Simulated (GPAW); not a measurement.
# Hf2NS2 MXene monolayer: work function by functional and basis

Aim: the work function of both faces of Hf2NS2 MXene monolayer, and its spread over functionals and bases.

Method: GPAW, PAW setups; layer in a repeated cell with vacuum, relaxation of atoms and in-plane cell, in the first sound run; inputs show where later runs differ, in GPAW 26.7.0.

## (1) Set-up

The cell holds 5 atoms: 2 S, 2 Hf and 1 N. Its edges and angles: a = 3.217 Å, b = 3.217 Å, c = 20.248 Å, α = 90.0°, β = 90.0°, γ = 120.0°. Vacuum lies along c.

## (2) Relaxing the atoms

The atoms are relaxed first, since the surface dipole, and with it the work function, follows the positions of the outer layers.

run.py

```python
import json
import numpy as np
from ase import Atoms
from ase.filters import FrechetCellFilter
from ase.optimize import BFGS
from gpaw import GPAW, PW

slab = Atoms(
    ['S', 'Hf', 'N', 'Hf', 'S'],
    positions=[
        [-0.00000, 1.85762, 7.00000],
        [1.60875, 0.92881, 8.85468],
        [0.00000, 0.00000, 10.12422],
        [-0.00000, 1.85762, 11.39376],
        [1.60875, 0.92881, 13.24845]],
    cell=[[3.2175, 0.0, 0.0], [-1.60875, 2.78644, 0.0], [0.0, 0.0, 20.2484]],
    pbc=[True, True, True])

slab.calc = GPAW(mode=PW(600), xc='PBE', kpts={'size': (12, 12, 1), 'gamma': True},
                 occupations={'name': 'fermi-dirac', 'width': 0.05}, nbands='160%',
                 convergence={'density': 1e-05}, maxiter=200,
                 symmetry={'tolerance': 1e-3}, txt='slab.txt')
result = {}
# The in-plane cell is free; stress needs a cell that repeats along all three vectors
path = []
opt = BFGS(FrechetCellFilter(slab, mask=[1, 1, 0, 0, 0, 1]), maxstep=0.2)
opt.attach(lambda: path.append((slab.get_potential_energy(), slab.positions.tolist(), slab.get_forces().tolist())))
result['relaxed'] = bool(opt.run(fmax=0.02, steps=45))
result['path'] = path
result['cell'] = slab.cell.tolist()
print('in-plane lattice', slab.cell.cellpar().round(4)[[0, 1, 5]])
energy = slab.get_potential_energy()
fermi = slab.calc.get_fermi_level()
v = slab.calc.get_electrostatic_potential().mean((0, 1)) - fermi
n = slab.calc.get_pseudo_density().mean((0, 1))
L = slab.cell[2, 2]
z = np.arange(len(v)) * L / len(v)
low, high = slab.positions[:, 2].min(), slab.positions[:, 2].max()
below, above = np.interp([low - 4.8, high + 4.8], z, v)
slopes = [np.interp(x, z, np.gradient(v, z)) for x in (low - 4.8, high + 4.8)]
eps = np.array([[slab.calc.get_eigenvalues(k, s) for k in range(len(slab.calc.get_ibz_k_points()))]
                for s in range(slab.calc.get_number_of_spins())]) - fermi
top, bottom = eps[eps < 0].max(), eps[eps > 0].min()
dipole = slab.get_dipole_moment()[2]
print(f'energy {energy:.4f} eV, Fermi level {fermi:.4f} eV, dipole {dipole:.5f} e A')
print(f'potential 4.8 A off the faces, from the Fermi level: lower {below:.4f} eV, upper {above:.4f} eV')
print(f'slope of the potential there: lower {slopes[0]:.5f}, upper {slopes[1]:.5f} eV/A')
print(f'nearest levels on the mesh: {top:.4f} and {bottom:.4f} eV')
print('magnetic moment', round(slab.get_magnetic_moment(), 3))
result.update(energy=energy, fermi=fermi, dipole=dipole, below=below, above=above, slopes=slopes, edges=[top, bottom],
              z=z.tolist(), v=v.tolist(), n=n.tolist(), positions=slab.positions.tolist(),
              forces=slab.get_forces(apply_constraint=False).tolist(), moments=slab.get_magnetic_moments().tolist())
json.dump(result, open('result.json', 'w'))
```

Command:

```bash
$ OMP_NUM_THREADS=1 OPENBLAS_NUM_THREADS=1 python run.py
```

Log:

```text
Step          Energy          fmax
BFGS:    0      -38.125003        2.494935
BFGS:    1      -38.437236        1.787537
BFGS:    2      -38.773650        1.980837
BFGS:    3      -38.871298        0.972176
BFGS:    4      -38.955211        0.758243
BFGS:    5      -39.176637        0.642954
BFGS:    6      -39.214195        0.416651
BFGS:    7      -39.226272        0.200712
BFGS:    8      -39.229825        0.184294
BFGS:    9      -39.231561        0.162903
BFGS:   10      -39.230516        0.061859
BFGS:   11      -39.230214        0.008182
in-plane lattice [  3.393   3.393 120.   ]
energy -39.2229 eV, Fermi level 0.4386 eV, dipole 0.00055 e A
potential 4.8 A off the faces, from the Fermi level: lower 5.5469 eV, upper 5.5438 eV
slope of the potential there: lower 0.00051, upper 0.00076 eV/A
nearest levels on the mesh: -0.0251 and 0.0152 eV
magnetic moment 0.0
```

It took 15 min on 1 thread of Arm Neoverse V1, shared host; peak memory 0.71 GiB.

Numbers from this step:

* dipole along the normal: 5.45e-4 e·Å
* levels nearest the Fermi level on the mesh: -0.02513, 0.01516 eV from the Fermi level

Table of electrostatic potential energy of an electron (without an applied field's), less the Fermi level, planar mean by z:

```tsv
z (Å)	electrostatic potential energy of an electron (without an applied field's), less the Fermi level, planar mean (eV)
0.0	5.55
0.5	5.55
1.0	5.55
1.5	5.55
2.0	5.55
2.5	5.55
3.0	5.55
3.5	5.55
4.0	5.55
4.5	5.54
5.0	5.52
5.5	5.40
6.0	4.79
6.5	1.77
7.0	-9.74
7.5	-12.7
8.0	-6.01
8.5	-15.3
9.0	-19.3
9.5	-8.43
10.0	-10.6
10.5	-7.16
11.0	-13.7
11.5	-20.1
12.0	-9.20
12.5	-7.30
13.0	-15.9
13.5	-2.42
14.0	3.84
14.5	5.21
15.0	5.47
15.5	5.53
16.0	5.54
16.5	5.54
17.0	5.54
17.5	5.54
18.0	5.54
18.5	5.54
19.0	5.54
19.5	5.54
20.0	5.55
```

The pseudo valence density, planar mean oscillates, so the rows of the table below give means over windows of 0.5 Å about each position, cut where the curve ends. Its maxima inside the range that stand out by 2 % of the span (Å: e/Å³): 7.59: 0.455, 8.77: 1.03, 10.12: 0.615, 11.47: 1.03, 12.66: 0.455. Its minima: 7.93: 0.429, 9.62: 0.493, 10.63: 0.493, 12.32: 0.429.

Pseudo valence density, planar mean against z; means over each step:

```tsv
z (Å)	pseudo valence density, planar mean (e/Å³)
4.0	8.0e-5
4.5	4.0e-4
5.0	0.00198
5.5	0.0100
6.0	0.0498
6.5	0.195
7.0	0.359
7.5	0.423
8.0	0.446
8.5	0.744
9.0	0.904
9.5	0.542
10.0	0.591
10.5	0.542
11.0	0.695
11.5	0.932
12.0	0.535
12.5	0.441
13.0	0.384
13.5	0.296
14.0	0.106
14.5	0.0231
15.0	0.00452
15.5	8.9e-4
16.0	1.8e-4
16.5	3.6e-5
```

The relaxation lowered the energy of the cell by 1.11 eV (energies extrapolated to zero smearing; the optimiser's log prints free energies). The largest force left on a free atom is 0.0082 eV/Å.

## (3) Plane waves, PBE

The work function is the vacuum plateau of the electrostatic potential less the Fermi level; a dipole layer lets the two faces have plateaus of their own.

This step: GPAW, PAW setups; slab in vacuum (GPAW 26.7.0).

The cell differs from the one that the last finished run ended in (c 20.248 → 19.699 Å).

run.py: that of step 2 with these lines changed.

```diff
@@ -3,4 +3,2 @@
 from ase import Atoms
-from ase.filters import FrechetCellFilter
-from ase.optimize import BFGS
 from gpaw import GPAW, PW
@@ -10,23 +8,16 @@
     positions=[
-        [-0.00000, 1.85762, 7.00000],
-        [1.60875, 0.92881, 8.85468],
-        [0.00000, 0.00000, 10.12422],
-        [-0.00000, 1.85762, 11.39376],
-        [1.60875, 0.92881, 13.24845]],
-    cell=[[3.2175, 0.0, 0.0], [-1.60875, 2.78644, 0.0], [0.0, 0.0, 20.2484]],
-    pbc=[True, True, True])
+        [0.00000, 1.95896, 7.00000],
+        [1.69652, 0.97948, 8.56495],
+        [0.00000, -0.00000, 9.84956],
+        [0.00000, 1.95896, 11.13418],
+        [1.69652, 0.97948, 12.69914]],
+    cell=[[3.39303, -0.0, 0.0], [-1.69652, 2.93846, 0.0], [0.0, 0.0, 19.6991]],
+    pbc=[True, True, False])
 
-slab.calc = GPAW(mode=PW(600), xc='PBE', kpts={'size': (12, 12, 1), 'gamma': True},
+slab.calc = GPAW(mode=PW(500), xc='PBE', kpts={'size': (12, 12, 1), 'gamma': True},
                  occupations={'name': 'fermi-dirac', 'width': 0.05}, nbands='160%',
                  convergence={'density': 1e-05}, maxiter=200,
+                 poissonsolver={'dipolelayer': 'xy'},
                  symmetry={'tolerance': 1e-3}, txt='slab.txt')
 result = {}
-# The in-plane cell is free; stress needs a cell that repeats along all three vectors
-path = []
-opt = BFGS(FrechetCellFilter(slab, mask=[1, 1, 0, 0, 0, 1]), maxstep=0.2)
-opt.attach(lambda: path.append((slab.get_potential_energy(), slab.positions.tolist(), slab.get_forces().tolist())))
-result['relaxed'] = bool(opt.run(fmax=0.02, steps=45))
-result['path'] = path
-result['cell'] = slab.cell.tolist()
-print('in-plane lattice', slab.cell.cellpar().round(4)[[0, 1, 5]])
 energy = slab.get_potential_energy()
```

Log:

```text
energy -38.7960 eV, Fermi level 0.6067 eV, dipole 0.00036 e A
potential 4.8 A off the faces, from the Fermi level: lower 5.5511 eV, upper 5.5416 eV
slope of the potential there: lower -0.00025, upper 0.00025 eV/A
nearest levels on the mesh: -0.0284 and 0.0164 eV
magnetic moment 0.0
```

Wall time 89 s (1 thread); peak memory 0.26 GiB.

This step gave:

```
dipole along the normal                    : 3.55e-4 e·Å
levels nearest the Fermi level on the mesh : -0.02836, 0.01642 eV from the Fermi level
upper work function                        : 5.542 eV
lower work function                        : 5.551 eV
```

Table of electrostatic potential energy of an electron (without an applied field's), less the Fermi level, planar mean by z:

```tsv
z (Å)	electrostatic potential energy of an electron (without an applied field's), less the Fermi level, planar mean (eV)
0.0	5.55
0.5	5.55
1.0	5.55
1.5	5.55
2.0	5.55
2.5	5.55
3.0	5.55
3.5	5.55
4.0	5.55
4.5	5.54
5.0	5.48
5.5	5.18
6.0	3.70
6.5	-3.08
7.0	-15.9
7.5	-6.91
8.0	-9.75
8.5	-20.3
9.0	-13.1
9.5	-7.35
10.0	-10.2
10.5	-8.81
11.0	-19.6
11.5	-14.6
12.0	-5.91
12.5	-13.4
13.0	-8.89
13.5	2.06
14.0	4.84
14.5	5.40
15.0	5.51
15.5	5.54
16.0	5.54
16.5	5.54
17.0	5.54
17.5	5.54
18.0	5.54
18.5	5.54
19.0	5.54
19.5	5.54
```

The pseudo valence density, planar mean by z:

```tsv
z (Å)	pseudo valence density, planar mean (e/Å³)
0.00	0
0.56	0
1.13	0
1.50	0
2.06	0
2.63	2.4e-6
3.19	1.3e-5
3.75	7.5e-5
4.13	2.5e-4
4.69	0.00152
5.25	0.00951
5.82	0.0588
6.38	0.264
6.94	0.358
7.32	0.455
7.88	0.449
8.44	0.994
9.01	0.628
9.57	0.571
9.94	0.609
10.51	0.502
11.07	1.04
11.63	0.557
12.19	0.446
12.57	0.404
13.13	0.348
13.70	0.104
14.26	0.0176
14.82	0.00279
15.38	4.5e-4
15.76	1.4e-4
16.32	2.3e-5
16.88	4.2e-6
17.45	0
18.01	0
18.39	0
18.95	0
19.51	0
```

The potential is flat to 2.5e-4 eV/Å where it is read, so the vacuum is wide enough.

## (4) Self-consistent run: xc = "RPBE"

The same geometry under RPBE, to see how far the functional moves the levels against the vacuum.

run.py: that of step 3 with these lines changed.

```diff
@@ -16,3 +16,3 @@
 
-slab.calc = GPAW(mode=PW(500), xc='PBE', kpts={'size': (12, 12, 1), 'gamma': True},
+slab.calc = GPAW(mode=PW(500), xc='RPBE', kpts={'size': (12, 12, 1), 'gamma': True},
                  occupations={'name': 'fermi-dirac', 'width': 0.05}, nbands='160%',
```

Log:

```text
energy -36.8447 eV, Fermi level 0.7140 eV, dipole 0.00036 e A
potential 4.8 A off the faces, from the Fermi level: lower 5.4517 eV, upper 5.4422 eV
slope of the potential there: lower -0.00025, upper 0.00025 eV/A
nearest levels on the mesh: -0.0231 and 0.0142 eV
magnetic moment 0.0
```

It took 89 s on 1 thread; peak memory 0.26 GiB.

This step gave:

```yaml
levels_nearest_the_fermi_level_on_the_mesh: -0.02311, 0.01418 eV from the Fermi level
upper_work_function: 5.442 eV
lower_work_function: 5.452 eV
```

Table of electrostatic potential energy of an electron (without an applied field's), less the Fermi level, planar mean by z:

```tsv
z (Å)	electrostatic potential energy of an electron (without an applied field's), less the Fermi level, planar mean (eV)
0.0	5.45
0.5	5.45
1.0	5.45
1.5	5.45
2.0	5.45
2.5	5.45
3.0	5.45
3.5	5.45
4.0	5.45
4.5	5.44
5.0	5.38
5.5	5.08
6.0	3.61
6.5	-3.17
7.0	-16.0
7.5	-7.02
8.0	-9.88
8.5	-20.4
9.0	-13.2
9.5	-7.49
10.0	-10.3
10.5	-8.95
11.0	-19.8
11.5	-14.8
12.0	-6.03
12.5	-13.5
13.0	-8.98
13.5	1.96
14.0	4.74
14.5	5.30
15.0	5.41
15.5	5.44
16.0	5.44
16.5	5.44
17.0	5.44
17.5	5.44
18.0	5.44
18.5	5.44
19.0	5.44
19.5	5.44
```

The pseudo valence density, planar mean oscillates, so the rows of the table below give means over windows of 0.5 Å about each position, cut where the curve ends. Its maxima inside the range that stand out by 2 % of the span (Å: e/Å³): 7.32: 0.455, 8.63: 1.04, 9.94: 0.609, 11.07: 1.04, 12.38: 0.455. Its minima: 7.69: 0.427, 9.19: 0.502, 10.51: 0.502, 12.01: 0.427.

The pseudo valence density, planar mean by z; means over each step:

```tsv
z (Å)	pseudo valence density, planar mean (e/Å³)
3.5	4.1e-5
4.0	2.1e-4
4.5	0.00102
5.0	0.00474
5.5	0.0253
6.0	0.114
6.5	0.305
7.0	0.388
7.5	0.441
8.0	0.545
8.5	0.945
9.0	0.675
9.5	0.547
10.0	0.584
10.5	0.557
11.0	0.917
11.5	0.713
12.0	0.448
12.5	0.418
13.0	0.352
13.5	0.186
14.0	0.0474
14.5	0.00909
15.0	0.00192
15.5	3.9e-4
16.0	7.8e-5
```

Force by atom:

```tsv
atom	x (eV/Å)	y (eV/Å)	z (eV/Å)	size
S1	0.000	0.000	-0.233	0.233
Hf2	0.000	0.000	-0.057	0.057
N3	0.000	0.000	0.000	0.000
Hf4	0.000	0.000	0.057	0.057
S5	0.000	0.000	0.233	0.233
```

The upper face's work function is 5.442 eV, against 5.542 eV in the first plane-wave PBE run at this geometry.

## (5) Self-consistent run: xc = "vdW-DF2"

The same geometry under vdW-DF2, to see how far the functional moves the levels against the vacuum (the van der Waals functionals take revPBE setups).

run.py: that of step 4 with these lines changed.

```diff
@@ -16,3 +16,3 @@
 
-slab.calc = GPAW(mode=PW(500), xc='RPBE', kpts={'size': (12, 12, 1), 'gamma': True},
+slab.calc = GPAW(mode=PW(500), xc='vdW-DF2', kpts={'size': (12, 12, 1), 'gamma': True},
                  occupations={'name': 'fermi-dirac', 'width': 0.05}, nbands='160%',
```

Log:

```text
energy -391.9054 eV, Fermi level 0.4632 eV, dipole 0.00036 e A
potential 4.8 A off the faces, from the Fermi level: lower 5.8794 eV, upper 5.8698 eV
slope of the potential there: lower -0.00030, upper 0.00030 eV/A
nearest levels on the mesh: -0.0116 and 0.0113 eV
magnetic moment 0.0
```

Wall time 1.7 min (1 thread); peak memory 0.43 GiB.

Numbers from this step:

| Quantity | Value |
| --- | --- |
| levels nearest the Fermi level on the mesh | -0.01157, 0.01131 eV from the Fermi level |
| upper work function | 5.870 eV |
| lower work function | 5.879 eV |

The upper face's work function is 5.870 eV, against 5.542 eV in the first plane-wave PBE run at this geometry.

## (6) OptPBE vdW: xc = "optPBE-vdW"

The same geometry under optPBE-vdW, to see how far the functional moves the levels against the vacuum (the van der Waals functionals take revPBE setups).

run.py: that of step 5 with these lines changed.

```diff
@@ -16,3 +16,3 @@
 
-slab.calc = GPAW(mode=PW(500), xc='vdW-DF2', kpts={'size': (12, 12, 1), 'gamma': True},
+slab.calc = GPAW(mode=PW(500), xc='optPBE-vdW', kpts={'size': (12, 12, 1), 'gamma': True},
                  occupations={'name': 'fermi-dirac', 'width': 0.05}, nbands='160%',
```

Log:

```text
energy -85.8746 eV, Fermi level 0.4824 eV, dipole 0.00035 e A
potential 4.8 A off the faces, from the Fermi level: lower 5.7586 eV, upper 5.7491 eV
slope of the potential there: lower -0.00027, upper 0.00027 eV/A
nearest levels on the mesh: -0.0219 and 0.0147 eV
magnetic moment 0.0
```

Run time: 1.8 min. Hardware: 1 thread; peak memory 0.43 GiB.

Numbers from this step:

| Property | Result |
| --- | --- |
| dipole along the normal | 3.54e-4 e·Å |
| levels nearest the Fermi level on the mesh | -0.02190, 0.01471 eV from the Fermi level |
| upper work function | 5.749 eV |
| lower work function | 5.759 eV |

The upper face's work function is 5.749 eV, against 5.542 eV in the first plane-wave PBE run at this geometry.

## (7) Self-consistent run: xc = "revPBE"

The same geometry under revPBE, to see how far the functional moves the levels against the vacuum.

run.py: that of step 6 with these lines changed.

```diff
@@ -16,3 +16,3 @@
 
-slab.calc = GPAW(mode=PW(500), xc='optPBE-vdW', kpts={'size': (12, 12, 1), 'gamma': True},
+slab.calc = GPAW(mode=PW(500), xc='revPBE', kpts={'size': (12, 12, 1), 'gamma': True},
                  occupations={'name': 'fermi-dirac', 'width': 0.05}, nbands='160%',
```

Log:

```text
energy -37.1373 eV, Fermi level 0.7005 eV, dipole 0.00036 e A
potential 4.8 A off the faces, from the Fermi level: lower 5.4523 eV, upper 5.4428 eV
slope of the potential there: lower -0.00025, upper 0.00025 eV/A
nearest levels on the mesh: -0.0244 and 0.0146 eV
magnetic moment 0.0
```

It took 89 s on 1 thread; peak memory 0.26 GiB.

Numbers from this step:

| Property | Result |
| --- | --- |
| dipole along the normal | 3.55e-4 e·Å |
| levels nearest the Fermi level on the mesh | -0.02438, 0.01460 eV from the Fermi level |
| upper work function | 5.443 eV |
| lower work function | 5.452 eV |

The electrostatic potential energy of an electron (without an applied field's), less the Fermi level, planar mean oscillates, so the rows of the table below give means over windows of 1.69 Å about each position, cut where the curve ends. Its maxima inside the range that stand out by 2 % of the span (Å: eV): 7.7: -5.96, 9.4: -7.09, 10.3: -7.09, 12.0: -5.96. Its minima: 7.0: -16.1, 8.5: -20.7, 9.8: -11.9, 11.2: -20.7, 12.7: -16.1.

Table of electrostatic potential energy of an electron (without an applied field's), less the Fermi level, planar mean by z; means over each step:

```tsv
z (Å)	electrostatic potential energy of an electron (without an applied field's), less the Fermi level, planar mean (eV)
0.84	5.45
2.54	5.45
4.23	5.43
5.92	1.92
7.61	-11.7
9.30	-12.4
10.99	-13.6
12.68	-8.04
14.37	4.84
16.05	5.44
17.75	5.44
19.44	5.44
```

The upper face's work function is 5.443 eV, against 5.542 eV in the first plane-wave PBE run at this geometry.

## (8) Self-consistent run: xc = "LDA"

The same geometry under LDA, to see how far the functional moves the levels against the vacuum.

run.py: that of step 7 with these lines changed.

```diff
@@ -16,3 +16,3 @@
 
-slab.calc = GPAW(mode=PW(500), xc='revPBE', kpts={'size': (12, 12, 1), 'gamma': True},
+slab.calc = GPAW(mode=PW(500), xc='LDA', kpts={'size': (12, 12, 1), 'gamma': True},
                  occupations={'name': 'fermi-dirac', 'width': 0.05}, nbands='160%',
```

Log:

```text
energy -42.7855 eV, Fermi level 0.3141 eV, dipole 0.00036 e A
potential 4.8 A off the faces, from the Fermi level: lower 5.8101 eV, upper 5.8006 eV
slope of the potential there: lower -0.00026, upper 0.00026 eV/A
nearest levels on the mesh: -0.0447 and 0.0234 eV
magnetic moment 0.0
```

It took 87 s on 1 thread; peak memory 0.26 GiB.

Numbers from this step:

| Quantity | Value |
| --- | --- |
| levels nearest the Fermi level on the mesh | -0.04471, 0.02338 eV from the Fermi level |
| upper work function | 5.801 eV |
| lower work function | 5.810 eV |

The electrostatic potential energy of an electron (without an applied field's), less the Fermi level, planar mean by z:

z (Å), electrostatic potential energy of an electron (without an applied field's), less the Fermi level, planar mean (eV) and a bar from the least value:
```
      0.0        5.8 ##############################
      0.5        5.8 ##############################
      1.0        5.8 ##############################
      1.5        5.8 ##############################
      2.0        5.8 ##############################
      2.5        5.8 ##############################
      3.0        5.8 ##############################
      3.5        5.8 ##############################
      4.0        5.8 ##############################
      4.5        5.8 ##############################
      5.0        5.7 ##############################
      5.5        5.4 ##############################
      6.0        3.9 ############################
      6.5       -2.9 ####################
      7.0      -15.6 #####
      7.5       -6.6 ################
      8.0       -9.4 ############
      8.5      -19.9 
      9.0      -12.6 ########
      9.5       -7.0 ###############
     10.0       -9.8 ############
     10.5       -8.4 #############
     11.0      -19.2 #
     11.5      -14.2 #######
     12.0       -5.6 #################
     12.5      -13.1 ########
     13.0       -8.7 #############
     13.5        2.3 ##########################
     14.0        5.1 #############################
     14.5        5.7 ##############################
     15.0        5.8 ##############################
     15.5        5.8 ##############################
     16.0        5.8 ##############################
     16.5        5.8 ##############################
     17.0        5.8 ##############################
     17.5        5.8 ##############################
     18.0        5.8 ##############################
     18.5        5.8 ##############################
     19.0        5.8 ##############################
     19.5        5.8 ##############################
```

The upper face's work function is 5.801 eV, against 5.542 eV in the first plane-wave PBE run at this geometry.

(Part 1 of 2 ends here.)

[Logs are printed without paths, hosts, clocks, repeated set-up lines and the standing remarks that a program may print on its own settings, such as how far it seeks lower states.]

[Hosts, paths, dates, database ids (printed as entryN), source tags and the programs' standing remarks are cut or masked in the printed files.]
